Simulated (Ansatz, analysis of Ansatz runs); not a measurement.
**NV- centre in 3C-SiC: hyperfine coupling against experiment**

Aim: the hyperfine coupling of the NV- centre in 3C-SiC, to be set beside the measurement. Set-up: PBE, 64-site cell, PBE lattice, 420 eV, k: the single point 1/4 1/4 1/4 then 2x2x2 shifted 0.5 0.5 0.5, symmetric start. The model is a cell of 64 host atoms with 1 site emptied and N put on another atom's site. The isotropic coupling follows from the spin density at the nucleus, the nuclear g-factor and the total spin. Another start tests whether the structure found is the lowest.

**The experiment.** 14N, isotropic part (sign not measured) (size measured, sign taken from theory): -1.26 MHz, by EPR (quoted in “Characterization and formation of NV centers in 3C, 4H and 6H SiC: an ab initio study”, 2017, A. Csóré et al., quoting earlier work (2016)). The runs below try to reproduce this.

Method: plane-wave PAW DFT, PBE; relaxation of all atoms of a defect supercell, in Ansatz 0.2.0.

## Step 1: Set-up

The cell holds 63 atoms: 31 Si, 31 C and 1 N. Cell: a = 8.759 Å, b = 8.759 Å, c = 8.759 Å, α = 90.0°, β = 90.0°, γ = 90.0°. It derives from SiC (space group F-43m). Nearest the centre at fractional (0.500, 0.500, 0.500): N16 at 1.90 Å, C23 at 1.90 Å, C60 at 1.90 Å, C38 at 1.90 Å, Si28 at 3.10 Å, Si27 at 3.10 Å, Si19 at 3.10 Å, Si12 at 3.10 Å. The cell carries charge −1.

The host's primitive cell comes from a first run (plane-wave PAW DFT, PBE; relaxation of the host's cell and atoms): vectors of 3.097, 3.097 and 3.097 Å. That is 10.50 Å³ an atom, 1.5 % over the diffraction cell's volume. The supercell is built on it.

## Step 2: Relaxation, charge −1

Every later number rests on the structure around the defect, so the atoms are relaxed at the host's lattice first.

The input, relax/input.yaml:

```yaml
relax:
  f_tol: 0.02
  max_steps: 80
  escape_saddle: false
crystal:
  lattice:
    - [8.7594568, 0.0, 0.0]
    - [0.0, 0.0, -8.7594568]
    - [0.0, 8.7594568, 0.0]
  atoms:
    - { symbol: Si, position: [0.0, 0.0, 0.0] }
    - { symbol: Si, position: [0.0, 0.25, 0.25] }
    - { symbol: Si, position: [0.25, 0.0, 0.25] }
    - { symbol: Si, position: [0.25, 0.25, 0.0] }
    - { symbol: C, position: [0.125, 0.125, 0.125] }
    - { symbol: C, position: [0.125, 0.375, 0.375] }
    - { symbol: C, position: [0.375, 0.125, 0.375] }
    - { symbol: C, position: [0.375, 0.375, 0.125] }
    - { symbol: Si, position: [0.0, 0.0, 0.5] }
    - { symbol: Si, position: [0.0, 0.25, 0.75] }
    - { symbol: Si, position: [0.25, 0.0, 0.75] }
    - { symbol: Si, position: [0.25, 0.25, 0.5] }
    - { symbol: C, position: [0.125, 0.125, 0.625] }
    - { symbol: C, position: [0.125, 0.375, 0.875] }
    - { symbol: C, position: [0.375, 0.125, 0.875] }
    - { symbol: "N", position: [0.375, 0.375, 0.625] }
    - { symbol: Si, position: [0.0, 0.5, 0.0] }
    - { symbol: Si, position: [0.0, 0.75, 0.25] }
    - { symbol: Si, position: [0.25, 0.5, 0.25] }
    - { symbol: Si, position: [0.25, 0.75, 0.0] }
    - { symbol: C, position: [0.125, 0.625, 0.125] }
    - { symbol: C, position: [0.125, 0.875, 0.375] }
    - { symbol: C, position: [0.375, 0.625, 0.375] }
    - { symbol: C, position: [0.375, 0.875, 0.125] }
    - { symbol: Si, position: [0.0, 0.5, 0.5] }
    - { symbol: Si, position: [0.0, 0.75, 0.75] }
    - { symbol: Si, position: [0.25, 0.5, 0.75] }
    - { symbol: Si, position: [0.25, 0.75, 0.5] }
    - { symbol: C, position: [0.125, 0.625, 0.625] }
    - { symbol: C, position: [0.125, 0.875, 0.875] }
    - { symbol: C, position: [0.375, 0.625, 0.875] }
    - { symbol: C, position: [0.375, 0.875, 0.625] }
    - { symbol: Si, position: [0.5, 0.0, 0.0] }
    - { symbol: Si, position: [0.5, 0.25, 0.25] }
    - { symbol: Si, position: [0.75, 0.0, 0.25] }
    - { symbol: Si, position: [0.75, 0.25, 0.0] }
    - { symbol: C, position: [0.625, 0.125, 0.125] }
    - { symbol: C, position: [0.625, 0.375, 0.375] }
    - { symbol: C, position: [0.875, 0.125, 0.375] }
    - { symbol: C, position: [0.875, 0.375, 0.125] }
    - { symbol: Si, position: [0.5, 0.0, 0.5] }
    - { symbol: Si, position: [0.5, 0.25, 0.75] }
    - { symbol: Si, position: [0.75, 0.0, 0.75] }
    - { symbol: Si, position: [0.75, 0.25, 0.5] }
    - { symbol: C, position: [0.625, 0.125, 0.625] }
    - { symbol: C, position: [0.625, 0.375, 0.875] }
    - { symbol: C, position: [0.875, 0.125, 0.875] }
    - { symbol: C, position: [0.875, 0.375, 0.625] }
    - { symbol: Si, position: [0.5, 0.5, 0.0] }
    - { symbol: Si, position: [0.5, 0.75, 0.25] }
    - { symbol: Si, position: [0.75, 0.5, 0.25] }
    - { symbol: Si, position: [0.75, 0.75, 0.0] }
    - { symbol: C, position: [0.625, 0.625, 0.125] }
    - { symbol: C, position: [0.625, 0.875, 0.375] }
    - { symbol: C, position: [0.875, 0.625, 0.375] }
    - { symbol: C, position: [0.875, 0.875, 0.125] }
    - { symbol: Si, position: [0.5, 0.75, 0.75] }
    - { symbol: Si, position: [0.75, 0.5, 0.75] }
    - { symbol: Si, position: [0.75, 0.75, 0.5] }
    - { symbol: C, position: [0.625, 0.625, 0.625] }
    - { symbol: C, position: [0.625, 0.875, 0.875] }
    - { symbol: C, position: [0.875, 0.625, 0.875] }
    - { symbol: C, position: [0.875, 0.875, 0.625] }
total_charge: -1
basis:
  ecutwfc: 420
  xc_grid: 2
hamiltonian:
  xc: pbe
kpoints:
  mp_grid: { grid: [1, 1, 1], shift: [0.25, 0.25, 0.25] }
magnetization:
  spin_polarized: true
  initial_magnetization: 2
  spin_locking: { lock_magnetization: hard }
scf:
  occupations: { method: fermi_dirac, width: 0.01 }
  max_iter: 120
output:
  forces: true
checkpoint:
  write: "../relax.run"
  compress: false
  write_wavefunctions: true
  write_every: 100000
```

On the command line:

```bash
$ ansatz run input.yaml --threads 2 --pin off --max-ram 3768MiB --backend cpu --events-out ev --progress --plain --runs-dir out
```

Numbers of over 12 decimals in the logs are rounded to 6 here.

The log of the run:

```text
[... repeated set-up lines and file paths are left out, and long positions are rounded to six places ...]
Engine: ansatz 0.2.0, aarch64-unknown-linux-gnu
Pseudopotentials: kind: paw
Pseudopotential: Si, paw, valence charge 4, recommended cutoff 420 eV (normal), Si.paw.azcp
Pseudopotential: C, paw, valence charge 4, recommended cutoff 420 eV (normal), C.paw.azcp
Pseudopotential: N, paw, valence charge 5, recommended cutoff 420 eV (normal), N.paw.azcp
Functional definition: PBE
  parameter kappa = 0.804
  parameter beta = 0.066725
  exchange = pbe_x(kappa = kappa, mu = beta*pi^2/3)
  correlation = pbe_c(beta = beta)
Crystal: 63 atoms, lattice volume = 672.096 Å³
Basis set: ecut = 420 eV, 13205 PW (Γ), exchange–correlation on 120×120×120 points (8 copies of the dense FFT grid, shifted against one another)
Bands: 191, of which v1, the nominal top of the filled ones, is band 127 counted from 1 (126 counted from 0)
Symmetry: 2 space group operations
k-points: 1
Non-local potential: Si, projectors of the file, l = 0: 2, l = 1: 2, l = 2: 2
Non-local potential: C, projectors of the file, l = 0: 2, l = 1: 2, l = 2: 1
Non-local potential: N, projectors of the file, l = 0: 2, l = 1: 2, l = 2: 1
PAW form: soft (Blöchl's): semilocal exchange-correlation on the pseudo side does not see the compensation charge
PAW one-centre angular grid: Si, 110 points (default); XC on 64 Gauss nodes
PAW one-centre angular grid: C, 110 points (default); XC on 64 Gauss nodes
PAW one-centre angular grid: N, 110 points (default); XC on 64 Gauss nodes
Initial density: superposition of atomic densities (chi_scale 0.1, normalization cell, long waves kept (reshape's long-wave potential 0.29 eV rms))
Starting moments: Σ|m| = 2 μB on 63 of 63 sites
Initial wavefunctions: pseudopotential atomic-orbital guess
Functional: x = pbe(κ = 0.804, μ = 0.219515), c = pbe(β = 0.066725)
SCF iter   1: F=—  HF=-27923.985920 eV  |F-HF|=—  |Δ(HF+E_count)|=         —  Δρ=7.48e-2 (↑7.33e-2 ↓7.48e-2)  dr2=1.89e2  dr2_m=6.50e-1  M=2.000 μB ∫|m|=2.023 μB  β_m=0.30  ethr=3.10e-3  ⟨swp⟩=6.0  Hψ=1680  notcnv=0  defer=52
preconditioner: auto → Resta (q_TF=auto, 2.320 Å⁻¹)  ε∞=4.3  [insulator: Δε(μ)=0.192 eV  Ē_g=12.556 eV  σ=0.010 eV  W_gap=1.00  n_scr=146 (ndim 8)  ℏωp=22.8 eV  f_vac=0.000  D(μ)=0.01/eV (n_scr^D=0)  ε∞_Penn≈4.3]
spin=Collinear: Resta preconditioning applied to the charge; magnetization (m = ρ↑ − ρ↓) channel mixes plain (no charge-response kernel on spin).
SCF iter   2: F=—  HF=-27885.665097 eV  |F-HF|=—  |Δ(HF+E_count)|=    3.83e1  Δρ=4.18e-2 (↑4.06e-2 ↓4.18e-2)  dr2=5.32e1  dr2_m=3.47e-1  M=2.000 μB ∫|m|=2.041 μB  β_m=0.45  ethr=3.10e-3  ⟨swp⟩=3.0  Hψ=713  notcnv=0  defer=117
SCF iter   3: F=—  HF=-27872.179410 eV  |F-HF|=—  |Δ(HF+E_count)|=    1.35e1  Δρ=2.18e-2 (↑1.55e-2 ↓2.18e-2)  dr2=1.10e1  dr2_m=2.11e-1  M=2.000 μB ∫|m|=2.185 μB  β_m=0.42  ethr=3.10e-3  ⟨swp⟩=3.0  Hψ=544  notcnv=0  defer=117
SCF iter   4: F=—  HF=-27870.972880 eV  |F-HF|=—  |Δ(HF+E_count)|=    1.21e0  Δρ=8.98e-3 (↑8.71e-3 ↓8.98e-3)  dr2=1.26e0  dr2_m=2.33e-2  M=2.000 μB ∫|m|=2.104 μB  β_m=0.64  ethr=3.10e-3  ⟨swp⟩=2.0  Hψ=519  notcnv=0  defer=117
SCF iter   5: F=—  HF=-27870.968664 eV  |F-HF|=—  |Δ(HF+E_count)|=   4.22e-3  Δρ=3.21e-3 (↑2.15e-3 ↓3.21e-3)  dr2=2.55e-1  dr2_m=4.00e-3  M=2.000 μB ∫|m|=2.148 μB  β_m=0.55  ethr=4.96e-4  ⟨swp⟩=2.5  Hψ=472  notcnv=0  defer=117
SCF iter   6: F=—  HF=-27870.943455 eV  |F-HF|=—  |Δ(HF+E_count)|=   2.52e-2  Δρ=1.31e-3 (↑6.94e-4 ↓1.31e-3)  dr2=2.71e-2  dr2_m=1.62e-3  M=2.000 μB ∫|m|=2.156 μB  β_m=0.66  ethr=1.00e-4  ⟨swp⟩=2.0  Hψ=523  notcnv=0  defer=117
SCF iter   7: F=—  HF=-27870.947087 eV  |F-HF|=—  |Δ(HF+E_count)|=   3.63e-3  Δρ=5.55e-4 (↑3.17e-4 ↓5.55e-4)  dr2=3.62e-3  dr2_m=5.02e-4  M=2.000 μB ∫|m|=2.160 μB  β_m=0.78  ethr=1.07e-5  ⟨swp⟩=2.5  Hψ=473  notcnv=0  defer=117
SCF iter   8: F=—  HF=-27870.948092 eV  |F-HF|=—  |Δ(HF+E_count)|=   1.00e-3  Δρ=2.10e-4 (↑1.11e-4 ↓2.10e-4)  dr2=6.86e-4  dr2_m=7.40e-5  M=2.000 μB ∫|m|=2.161 μB  β_m=0.81  ethr=1.42e-6  ⟨swp⟩=2.5  Hψ=590  notcnv=0  defer=117
SCF iter   9: F=—  HF=-27870.948150 eV  |F-HF|=—  |Δ(HF+E_count)|=   5.81e-5  Δρ=7.32e-5 (↑2.64e-5 ↓7.32e-5)  dr2=7.38e-5  dr2_m=9.41e-6  M=2.000 μB ∫|m|=2.162 μB  β_m=0.83  ethr=2.70e-7  ⟨swp⟩=2.0  Hψ=518  notcnv=0  defer=117
SCF iter  10: F=—  HF=-27870.948148 eV  |F-HF|=—  |Δ(HF+E_count)|=   1.37e-6  Δρ=3.19e-5 (↑1.09e-5 ↓3.19e-5)  dr2=1.24e-5  dr2_m=2.25e-6  M=2.000 μB ∫|m|=2.162 μB  β_m=0.88  ethr=2.91e-8  ⟨swp⟩=2.5  Hψ=448  notcnv=0  defer=117
SCF iter  11: F=—  HF=-27870.948149 eV  |F-HF|=—  |Δ(HF+E_count)|=   2.86e-7  Δρ=1.44e-5 (↑3.97e-6 ↓1.44e-5)  dr2=2.45e-6  dr2_m=3.76e-7  M=2.000 μB ∫|m|=2.162 μB  β_m=0.94  ethr=3.94e-9  ⟨swp⟩=4.0  Hψ=902  notcnv=0
SCF iter  12: F=-27870.948149 eV  HF=-27870.948149 eV  |F-HF|=6.67e-8  |Δ(HF+E_count)|=   5.75e-8  Δρ=2.10e-6 (↑1.75e-6 ↓2.10e-6)  dr2=1.18e-7  dr2_m=2.37e-9  M=2.000 μB ∫|m|=2.162 μB  ethr=9.63e-10  ⟨swp⟩=3.5  Hψ=834  notcnv=0
SCF 1 converged in 12 iterations: F = -27870.948149 eV  dr2 = 1.18e-7
  greatest PAW one-centre occupation: 0.794 electrons in one spin orbital (limit 2), on the N atom at site 15 (counted from 0), in its partial waves of l = 0
relax step   1: F+E_penalty+E_count = -27870.94814853 eV  Δ(F+E_penalty+E_count) = +0.000e0 eV  max|allowed force component| = 1.591e0 eV/Å  Δτ_max = 0.0000 Å  (12 SCF iters, dr2 threshold 1.00e-5 eV, accepted)
[... the SCF cycles and remarks between the steps are left out from here to the last step ...]
relax step   2: F+E_penalty+E_count = -27871.71163788 eV  Δ(F+E_penalty+E_count) = -7.635e-1 eV  max|allowed force component| = 7.720e-1 eV/Å  Δτ_max = 0.1661 Å  (7 SCF iters, dr2 threshold 1.00e-4 eV, accepted)
relax step   3: F+E_penalty+E_count = -27871.95076149 eV  Δ(F+E_penalty+E_count) = -2.391e-1 eV  max|allowed force component| = 2.551e-1 eV/Å  Δτ_max = 0.0718 Å  (7 SCF iters, dr2 threshold 3.72e-5 eV, accepted)
relax step   4: F+E_penalty+E_count = -27871.96293245 eV  Δ(F+E_penalty+E_count) = -1.217e-2 eV  max|allowed force component| = 1.985e-2 eV/Å  Δτ_max = 0.0121 Å  (6 SCF iters, dr2 threshold 7.11e-6 eV, accepted)
iter 1 solved again at ethr=2.49e-10 eV; its pass at ethr=3.10e-3 eV (dr2=6.33e-7 eV) is discarded
SCF iter   1: F=—  HF=-27871.962932 eV  |F-HF|=—  |Δ(HF+E_count)|=         —  Δρ=4.81e-6 (↑4.80e-6 ↓4.81e-6)  dr2=6.34e-7  dr2_m=6.82e-9  M=2.000 μB ∫|m|=2.157 μB  β_m=0.30  ethr=2.49e-10  ⟨swp⟩=1.0  Hψ=1062  notcnv=0  defer=117
SCF iter   2: F=—  HF=-27871.962932 eV  |F-HF|=—  |Δ(HF+E_count)|=   5.80e-8  Δρ=3.29e-6 (↑3.23e-6 ↓3.29e-6)  dr2=3.23e-7  dr2_m=4.49e-9  M=2.000 μB ∫|m|=2.157 μB  β_m=0.59  ethr=2.49e-10  ⟨swp⟩=2.0  Hψ=517  notcnv=0  defer=117
SCF iter   3: F=-27871.962933 eV  HF=-27871.962933 eV  |F-HF|=2.17e-8  |Δ(HF+E_count)|=   1.58e-7  Δρ=1.29e-6 (↑1.24e-6 ↓1.29e-6)  dr2=6.04e-8  dr2_m=7.04e-10  M=2.000 μB ∫|m|=2.157 μB  ethr=3.94e-11  ⟨swp⟩=2.0  Hψ=916  notcnv=0
SCF 5 converged in 3 iterations: F = -27871.962933 eV  dr2 = 6.04e-8
relax step   5: F+E_penalty+E_count = -27871.96293261 eV  Δ(F+E_penalty+E_count) = -1.668e-7 eV  max|allowed force component| = 1.984e-2 eV/Å  Δτ_max = 0.0000 Å  (3 SCF iters, accepted)
NSCF: frozen V_eff on 1 k-points
the band table was solved once a step of the walk had ended and its energy, with any forces and stress, was formed, with the checks that follow a solve (1952 applications of the Hamiltonian). They found nothing against the state; [...]
SCF converged after 3 iterations
Magnetization: 2.0000 μB (128.0000 up, 126.0000 down)
Absolute magnetization: 2.1590 μB (∫|ρ↑−ρ↓|, with the PAW one-centre terms)
Spin contamination: 0.0118 ħ² per cell (⟨S²⟩ above its minimum at these occupations)
Per-site moments (μB) at R_I (Å): [(3.141189077429593e-5, 0.780373), (-0.000332491, 0.781847), (-0.000332491, 0.781847), [... 60 left out ...]
Free energy (F): -27871.962933 eV
Harris-Foulkes:  -27871.962933 eV  (|F-HF|=2.17e-8)
Internal energy: -27871.962933 eV  (E = F + TS)
E sigma→0 (E₀):  -27871.962933 eV
Fermi energy:    9.806569 (↑ 10.402555, ↓ 9.761880) eV
--- Per-component energies (eV) ---
  E_band       = 789.608532
  E_kinetic    = 4324.018058
  E_local      = -3693.614426  (includes V_loc(G=0)·N_el)
  E_nonlocal   = 1651.556631
  E_hartree    = 1137.542306
  E_xc         = -3329.263539
  E_vxc        = -3464.586198  (∫ρ·V_xc dr)
  E_paw        = -19100.440348  (= ΣΔE_a)
  E_vpaw       = -302.853877  (= ΣTr[D̂ρ^β])
  E_aug_tail   = 0.000459  (compensation charges beyond the density's cutoff)
  E_ewald      = -8861.762074
  E_smearing   = -0.000000  (= −TS)
  E_closure    = 0.000000  (closes the sum)
  E_deformation_potential = -17.411678  (in the stress; not in F)
  Σ components = -27871.962933   (vs F -27871.962933, Δ=0.00e0)
--- Forces (eV/Å), atoms counted from 1 ---
  atom   1  Si    -0.01039994     0.00470939     0.01039994
  atom   2  Si    -0.01798968     0.00702249    -0.00045051
  [... 9 atoms left out ...]
  atom  12  Si     0.00626722    -0.00672258    -0.00626722
  [... 3 atoms left out ...]
  atom  16  N      0.00985727     0.00381200    -0.00985727
  [... 2 atoms left out ...]
  atom  19  Si     0.00640258    -0.00251973     0.00235527
  [... 3 atoms left out ...]
  atom  23  C      0.00619189     0.00647178     0.00300228
  [... 3 atoms left out ...]
  atom  27  Si     0.00474406    -0.01138158     0.00187420
  [... 1 atom left out ...]
  atom  29  C      0.00154449    -0.00094979     0.00412795
  [... 1 atom left out ...]
  atom  31  C      0.00671972    -0.00335097     0.00348528
  [... 6 atoms left out ...]
  atom  38  C     -0.00300228     0.00647178    -0.00619189
  [... 3 atoms left out ...]
  atom  42  Si    -0.00187420    -0.01138158    -0.00474406
  [... 17 atoms left out ...]
  atom  60  C      0.00039136    -0.00073956    -0.00039136
  [... 3 atoms left out ...]
  max |Σ_I F_I| component: 1.68e-5 eV/Å
--- Band table (eV) ---
  k-point 0 ↑: bands = ["-6.7585", "-5.8761", "-5.2641", "-5.1723", [... 183 left out ...] "16.9630", "16.9634", "16.9839", "17.0051"]
  k-point 0 ↓: bands = ["-6.7484", "-5.8511", "-5.2361", "-5.1435", [... 183 left out ...] "16.9879", "16.9938", "17.0043", "17.0302"]
--- Relaxed structure (5 steps of the walk, 5 accepted, 0 SCFs on fresh bases) ---
  F+E_penalty+E_count = -27871.96293261 eV   max|allowed force component| = 1.984e-2 eV/Å
  atoms:
    - { symbol: Si, position: [-0.000162, -0.000162, -4.966432497955895e-5] }
    - { symbol: Si, position: [0.000347, 0.250473, 0.250960] }
    [... 9 atoms left out ...]
    - { symbol: Si, position: [0.251018, 0.251018, 0.505141] }
    [... 3 atoms left out ...]
    - { symbol: N, position: [0.358712, 0.358712, 0.640353] }
    [... 2 atoms left out ...]
    - { symbol: Si, position: [0.252507, 0.500924, 0.251745] }
    [... 3 atoms left out ...]
    - { symbol: C, position: [0.366978, 0.636311, 0.364927] }
    [... 3 atoms left out ...]
    - { symbol: Si, position: [0.251594, 0.494534, 0.748266] }
    [... 1 atom left out ...]
    - { symbol: C, position: [0.127641, 0.622566, 0.625177] }
    [... 1 atom left out ...]
    - { symbol: C, position: [0.375255, 0.622531, 0.872606] }
    [... 6 atoms left out ...]
    - { symbol: C, position: [0.636311, 0.366978, 0.364927] }
    [... 3 atoms left out ...]
    - { symbol: Si, position: [0.494534, 0.251594, 0.748266] }
    [... 17 atoms left out ...]
    - { symbol: C, position: [0.635872, 0.635872, 0.632808] }
    [... 3 atoms left out ...]
```

Elapsed: 1.9 min, on 2 threads of Arm Neoverse V1, shared host; peak memory 1.6 GiB.

Step by step:

| step | energy less that of the first step (eV) | largest force component (eV/Å) |
| --- | --- | --- |
| 1 | 0.0000 | 1.5911 |
| 2 | -0.7635 | 0.7720 |
| 3 | -1.0026 | 0.2551 |
| 4 | -1.0148 | 0.0199 |
| 5 | -1.0148 | 0.0198 |

Forces are held to the 2 operations that the run works with; a distortion that breaks them can't arise in this run.

The atoms that moved most (Å):

| atom | dx | dy | dz | length |
| --- | --- | --- | --- | --- |
| N16 | -0.143 | 0.134 | 0.143 | 0.242 |
| C60 | 0.095 | 0.068 | -0.095 | 0.151 |
| C38 | 0.099 | -0.088 | 0.070 | 0.150 |
| C23 | -0.070 | -0.088 | -0.099 | 0.150 |
| Si27 | 0.014 | -0.015 | 0.048 | 0.052 |
| Si42 | -0.048 | -0.015 | -0.014 | 0.052 |
| Si12 | 0.009 | 0.045 | -0.009 | 0.047 |
| C7 | 0.003 | 0.023 | -0.022 | 0.032 |

The atoms nearest to the centre after the run:

| atom | distance (Å) |
| --- | --- |
| C23 | 2.045 |
| C38 | 2.045 |
| C60 | 2.046 |
| N16 | 2.139 |
| Si58 | 3.066 |
| Si57 | 3.066 |
| Si28 | 3.068 |
| Si44 | 3.068 |
| Si34 | 3.071 |
| Si19 | 3.071 |
| Si27 | 3.077 |
| Si42 | 3.077 |
| Si59 | 3.083 |
| Si12 | 3.085 |
| Si50 | 3.087 |
| Si51 | 3.087 |

Read from the output:

```yaml
free_energy: -27871.9629 eV
total_moment: 2 μB
integral_of_the_absolute_spin_density: 2.159 μB
spin_contamination: 0.01184
```

The relaxation ends 16 meV an atom lower, with a largest force component of 0.020 eV/Å.

(Part 1 of 2 ends here.)

[Logs are printed without paths, hosts, clocks, repeated set-up lines and the standing remarks that a program may print on its own settings, such as how far it seeks lower states.]

[Hosts, paths, dates, database ids (printed as entryN), source tags and the programs' standing remarks are cut or masked in the printed files.]

[For some hosts the program warned that the k-mesh of the response run may be too coarse for force constants and the static dielectric constant; such warnings are not shown here.]
